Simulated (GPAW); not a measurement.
**WS2 (P6_3/mmc): refractive index against wavelength**

The refractive index of WS2 (P6_3/mmc) along x below the direct gap (1.74 eV on the mesh) is read from one computed spectrum, n = √(Re ε). x, y and z are the Cartesian axes of the input cell.

Symmetry: P6_3/mmc, No. 194, hexagonal system. The conventional cell has a = 3.180 Å, b = 3.180 Å, c = 12.500 Å, α = 90.00°, β = 90.00°, γ = 120.00°. W on site c has 6 S at 2.41 Å as nearest neighbours. Around S on site f lie 3 W at 2.41 Å.

Method: GPAW 26.7.0, PBE, RPA, k-mesh 12×12×6, local fields up to 30 eV, Lorentzian half width 0.1 eV.

Launch of the response step: `OMP_NUM_THREADS=1 python df.py`. The run took 14.2 min, its band step included, on 1 thread of Arm Neoverse N1, with other jobs on the host.

```tsv
wavelength (nm)	photon energy E (eV)	n
3000	0.413	3.5518
2000	0.620	3.5816
1550	0.800	3.6197
1310	0.946	?
1064	1.165	3.7443
```

In the single-oscillator model n² − 1 = E₀E_d/(E₀² − E²), so 1/(n² − 1) = E₀/E_d − E²/(E₀E_d) is linear in E².

Working, on the rows shown:

| x = E² (eV²) | y = 1/(n² − 1) |
| --- | --- |
| 0.170801 | 0.0860935 |
| 0.384302 | 0.0845462 |
| 0.639837 | 0.0826294 |
| 1.35784 | 0.0768062 |

Means: x̄ = 0.6382, ȳ = 0.082519. Σ(x − x̄)(y − ȳ) = -0.006296, Σ(x − x̄)² = 0.8008. Slope = -0.006296 / 0.8008 = -0.007862; intercept = ȳ − slope · x̄ = 0.087537. Turned back into n, the line misses the rows shown by at most 0.0025.

Task: What does the fit predict for the withheld row, and how well does it do?

Result: At x = 0.89576 the line gives y = 0.080494, that is 3.6638. The run gave 3.6607, so the interpolation is off by 0.0031, 1.6 % of the range in the table.

Refitted with all rows, the slope is -0.007827 and the intercept 0.087542. These give E₀ = √(intercept/−slope) = 3.34 eV and E_d = E₀/intercept = 38.2 eV; E₀ is 1.9 times the direct gap. The electronic limit at long wavelengths, without lattice vibrations, is n = √(1 + 1/intercept) = 3.525. The cell comes from an older database entry, whose edges can be off by a per cent or so. Excitons are left out; PBE gaps are as a rule too small. The values come from a sum over the points of one k-mesh and carry its error, which grows as the direct gap shrinks. This version of GPAW has incomplete matrix elements in the optical limit, which can lower ε − 1 by up to a tenth where first-row anions or d states rule. Spin-orbit coupling is left out.

[Logs are printed without paths, hosts, clocks, repeated set-up lines and the standing remarks that a program may print on its own settings, such as how far it seeks lower states.]
